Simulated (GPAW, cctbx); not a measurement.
# Na3BiBr6: deformation density and structure factors from DFT

Aim: compute the bonding part of the density of Na3BiBr6, find which reflections carry it, and see how it biases an ordinary refinement.

The start was made by putting kin elements into a known structure type; the compound need not exist, or be stable, in this form. All numbers below are calculated.

## Step 1: Find the equilibrium geometry

The density hangs on the geometry, so cell and atoms are relaxed first, with the symmetry held. The cutoff is set higher than for the density because stress converges slowly with plane waves.

Settings: GPAW 26.7.0, PBE, 570 eV, 3×3×3 k-points, Fermi–Dirac width 0.05 eV, BFGS to 0.03 eV/Å.

```text
cell
1.0
     0.000000000    5.528000000    5.528000000
     5.528000000    0.000000000    5.528000000
     5.528000000    5.528000000    0.000000000
Bi Br Na
1 6 3
Direct
0.000000000 0.000000000 0.000000000
0.755300000 0.755300000 0.244700000
0.755300000 0.244700000 0.755300000
0.244700000 0.755300000 0.244700000
0.244700000 0.755300000 0.755300000
0.244700000 0.244700000 0.755300000
0.755300000 0.244700000 0.244700000
0.500000000 0.500000000 0.500000000
0.250000000 0.250000000 0.250000000
0.750000000 0.750000000 0.750000000
```

```console
$ OMP_NUM_THREADS=1 mpirun -n 4 gpaw python run.py > gpaw.log
```

```text
BFGS:    0      -28.695589        1.151918
BFGS:    1      -28.819233        0.912017
BFGS:    2      -29.073533        0.340829
BFGS:    3      -29.082458        0.300935
...
BFGS:    7      -29.185213        0.247180
BFGS:    8      -29.204431        0.108834
BFGS:    9      -29.208151        0.016091
cell  8.0873 8.0873 8.0873  60.00 60.00 60.00
volume 374.025 A^3, largest force 0.016 eV/A, largest stress 0.05 GPa
```

After 9 steps the volume has changed by +10.7 % and the energy by -0.513 eV; the largest stress left is 0.05 GPa. It took 3.2 min on 4 cores of Arm Neoverse V1 (shared host), peak memory 1.7 GiB.

Relaxed structure: Fm-3m (no. 225), a = 11.4372 Å, b = 11.4372 Å, c = 11.4372 Å, α = 90.00°, β = 90.00°, γ = 90.00°.

| atom | mult. | x | y | z |
| --- | --- | --- | --- | --- |
| Bi1 | 4 | 0 | 0 | 0 |
| Br1 | 24 | 0 | 0 | 0.7506 |
| Na1 | 4 | 1/2 | 0 | 0 |
| Na2 | 8 | 1/4 | 3/4 | 3/4 |

## Step 2: Density and charge transfer

X-rays see the whole electron density, so the PAW density is rebuilt with its core regions. Subtracting spherical free atoms from the same code cancels the cores and leaves the deformation density Δρ, the part due to bonding.

Settings: PBE, 450 eV, 3×3×3 k-points, Fermi–Dirac width 0.05 eV; primitive cell of 10 atoms.

```console
$ OMP_NUM_THREADS=1 mpirun -n 4 gpaw python run.py > gpaw.log
```

```text
|iter:   1|       0s |  -30.836351 | -0.81 |       |
|iter:   2|       2s |  -30.441876 | -2.49 | -1.18 |
|iter:   3|       3s |  -29.215927 | -2.00 | -1.22 |
...
|iter:   8|       9s |  -29.185776c| -6.49 | -3.88 |
|iter:   9|      10s |  -29.185777c| -7.32 | -4.51c|
|iter:  10|      11s |  -29.185777c| -7.55c| -5.23c|
```

```text
grid (80, 80, 80)  electrons 326.000  moved by bonding 1.920 e
deformation density beyond 0.5 A of the nuclei: max 0.055, min -0.065 e/A^3
atom        x       y       z   Voronoi charge  moment
Bi1    0.0000  0.0000  0.0000      0.511       0.00
Br2    0.7506  0.7506  0.2494     -0.273       0.00
Br3    0.7506  0.2494  0.7506     -0.273       0.00
Br4    0.2494  0.7506  0.2494     -0.273       0.00
Br5    0.2494  0.7506  0.7506     -0.273       0.00
Br6    0.2494  0.2494  0.7506     -0.273       0.00
Br7    0.7506  0.2494  0.2494     -0.273       0.00
Na8    0.5000  0.5000  0.5000      0.162       0.00
Na9    0.2500  0.2500  0.2500      0.481       0.00
Na10   0.7500  0.7500  0.7500      0.481       0.00
mean inner potential of superposed free atoms 8.969 V
total magnetic moment 0.000 muB
```

Deformation density in a plane through the shortest contact of the Bi atom at the origin, in 0.01 e/Å³ (clipped at ±99); x from -1.6 to 4.5 Å, y from 2.4 down to -2.4 Å:

```text
  1   2   2  -2  -3  -2   2   2   1   0   0   0   0   0   0   1
  0   1   3   3   2   3   2   1   0   0   0   0   0   0   0   1
  0   0   1   3   5   3   1   0   0   0   1   1   1   0   0   0
  0  -2  -3  -2  -1  -2  -3  -2   0   1   2   2   2   1   0   0
  1  -3  -6  -1   1  -2  -6  -2   1   3   2   3   3   2   1   0
  3  -2  -1   0   .   0  -2  -1   4   3  -2   .   0   1   1   0
  5  -1   2   .   .   .   1   0   5   2   .   .   .   0   2   0
  3  -2  -1   0   .   0  -2  -1   4   3  -2   .   0   1   1   0
  1  -3  -6  -1   1  -2  -6  -2   1   3   2   3   3   2   1   0
  0  -2  -3  -2  -1  -2  -3  -2   0   1   2   2   2   1   0   0
  0   0   1   3   5   3   1   0   0   0   1   1   1   0   0   0
  0   1   3   3   2   3   2   1   0   0   0   0   0   0   0   1
  1   2   2  -2  -3  -2   2   2   1   0   0   0   0   0   0   1
```

Atoms in or within 0.15 Å of the plane: Bi (0.0, 0.0), Br (2.9, 0.0) Å. Dots mark points within about 0.45 Å of a nucleus; large values next to them are atomic features.

Br gains most (-0.27 e) and Bi loses most (+0.51 e), in averages over each element's sites; Br is the most electronegative element, but the order of the others doesn't follow electronegativity. Such charges fall far short of formal ones, since overlapping free atoms already put density on their neighbours. Along the shortest contact from the Bi atom at the map's origin, Bi–Br at 2.85 Å, Δρ is +0.03 e/Å³ at the midpoint and highest, +0.05, 1.73 Å from Bi (points within 0.5 Å of a nucleus left out): little piles up between the atoms. At the midpoints of other shortest contacts it is +0.01 (Br–Na, 2.87 Å) e/Å³. Point values carry grid noise of about 0.01 e/Å³. The run needed 10 iterations, 21 s.

## Step 3: Structure factors

The Fourier components of Δρ, added to those of the free atoms, give the static X-ray structure factors; the Mott–Bethe relation turns them into the Fourier components V of the potential that fast electrons feel.

```text
static structure factors of the conventional cell: F in electrons, V (Mott-Bethe) in volts
   h  k  l      d  |F| table  |F| free   |F| DFT   change   |V| free  |V| DFT  change %
   1  1  1  6.6033   283.215   283.015   282.286   -0.729     1.096    1.193      8.9
   0  2  0  5.7186   541.608   541.314   543.264    1.950     2.674    2.479     -7.3
   0  2  2  4.0437   168.025   167.900   164.347   -3.553     0.807    0.985     22.0
   1  3  1  3.4484   261.832   261.674   261.312   -0.362     0.920    0.933      1.4
   2  2  2  3.3016   459.578   459.990   462.822    2.832     3.072    2.977     -3.1
   0  4  0  2.8593  1086.907  1086.964  1088.483    1.519     5.435    5.397     -0.7
   1  3  3  2.6239   245.727   245.716   245.530   -0.187     0.779    0.783      0.5
   0  4  2  2.5574   472.224   472.391   472.708    0.317     1.915    1.909     -0.3
   2  4  2  2.3346   156.927   156.245   156.962    0.718     0.463    0.451     -2.6
   3  3  3  2.2011   232.877   232.944   232.785   -0.159     0.674    0.676      0.4
   1  5  1  2.2011   245.912   245.987   246.513    0.526     0.735    0.727     -1.1
   0  4  4  2.0218   975.903   975.532   975.099   -0.434     4.113    4.118      0.1
   1  5  3  1.9332   234.488   234.597   234.784    0.187     0.648    0.646     -0.3
   2  4  4  1.9062   432.745   432.866   432.409   -0.457     1.504    1.509      0.3
```

The largest X-ray change is -3.55 e on 022, 2.1 % of |F|. For electrons V goes as (Z − F)/g², so a change of F counts against Z − F, which is small at low angle and wherever the atoms' terms cancel: |V| of 022 moves by +22.0 % (0.81 to 0.98 V) against -2.1 % in |F|. The tabulated Hartree–Fock atoms differ from the free DFT atoms by up to 0.68 e, so the choice of reference atom matters too.

## Step 4: The functional ladder

The same geometry is run with other functionals, to see whether the bonding signal is larger than the spread between approximations. Free atoms are LDA for LDA and PBE otherwise; meta-GGAs and hybrids keep PBE cores. Any other changed setting is in the row's label.

```csv
run,ΔF 022 (e),ΔF 222 (e),ΔF 020 (e),q(Br) (e),moved (e),time
PBE,-3.553,+2.832,+1.950,-0.273,1.920,21 s
LDA,-3.430,+2.420,+1.855,-0.259,1.780,19 s
r2SCAN,-3.759,+3.216,+1.956,-0.292,2.126,42 s
```

At the base's settings ΔF(022) spans -3.759 to -3.430 e, a spread of 9 % of the PBE value; over the three listed reflections the spread is at most 28 %, so the sign holds and the size hangs on the functional. Times are from shared hosts.

## Step 5: Refining ordinary atoms against data with bonding

Routine crystallography fits spherical atoms. To see the bias, intensities are simulated from tabulated atoms plus the DFT change ΔF, so that bonding alone can misfit (17152 reflections of the full sphere, merged to the counts below, to 0.45 Å, 1.5 % proportional noise plus counting noise, assumed isotropic U as listed, Δρ smeared by the mean U) and refined with cctbx over different ranges.

| range | data | R1 | GooF | U Bi1 (true 0.0049) | U Br1 (true 0.0069) | U Na1 (true 0.0099) | U Na2 (true 0.0099) | largest shift (Å) | Δρ max, min (e/Å³) |
| --- | --- | --- | --- | --- | --- | --- | --- | --- | --- |
| all data | 489 | 0.0028 | 1.00 | 0.0049 | 0.0069 | 0.0098 | 0.0099 | 0.0000 | 0.22, -0.18 |
| low resolution, d > 0.84 | 96 | 0.0024 | 1.12 | 0.0049 | 0.0069 | 0.0095 | 0.0098 | 0.0000 | 0.13, -0.08 |
| high order, d < 0.75 | 361 | 0.0030 | 0.97 | 0.0049 | 0.0069 | 0.0098 | 0.0099 | 0.0000 | 0.18, -0.17 |
| occupancies free, d > 0.7 | 152 | 0.0026 | 1.10 | 0.0049 | 0.0069 | 0.0100 | 0.0099 | 0.0000 | 0.12, -0.12 |

With all data GooF is 1.00, so at this noise the bonding hardly shows; the top residual peak lies 1.39 Å from Bi and 1.47 Å from Br, between them. No U is off by more than 3 s.u. at low resolution. With Bi1 held at 1 and the scale free, the other occupancies refine to Br1 1.000(0.001), Na1 1.006(0.006) and Na2 1.001(0.005), within three s.u. of full.

## Step 6: Answer

Bonding moves 1.92 e in the primitive cell of Na3BiBr6 and changes the structure factors of the conventional cell in the table above by at most 3.55 e (022, 2.1 %). The shortest bond, Bi–Br, has Δρ = +0.03 e/Å³ at its midpoint. At the base's settings ΔF(022) spans -3.759 to -3.430 e, a spread of 9 % of the PBE value; over the three listed reflections the spread is at most 28 %, so the sign holds and the size hangs on the functional. With all data GooF is 1.00, so at this noise the bonding hardly shows. Limits: static density, frozen cores, no spin–orbit coupling.

[Outputs are excerpts: Python notices, other lines and further rows are left out; steps that failed or that the build refused (PBEsol, TPSS) are not shown.]

[Logs are printed without paths, hosts, clocks, repeated set-up lines and the standing remarks that a program may print on its own settings, such as how far it seeks lower states.]
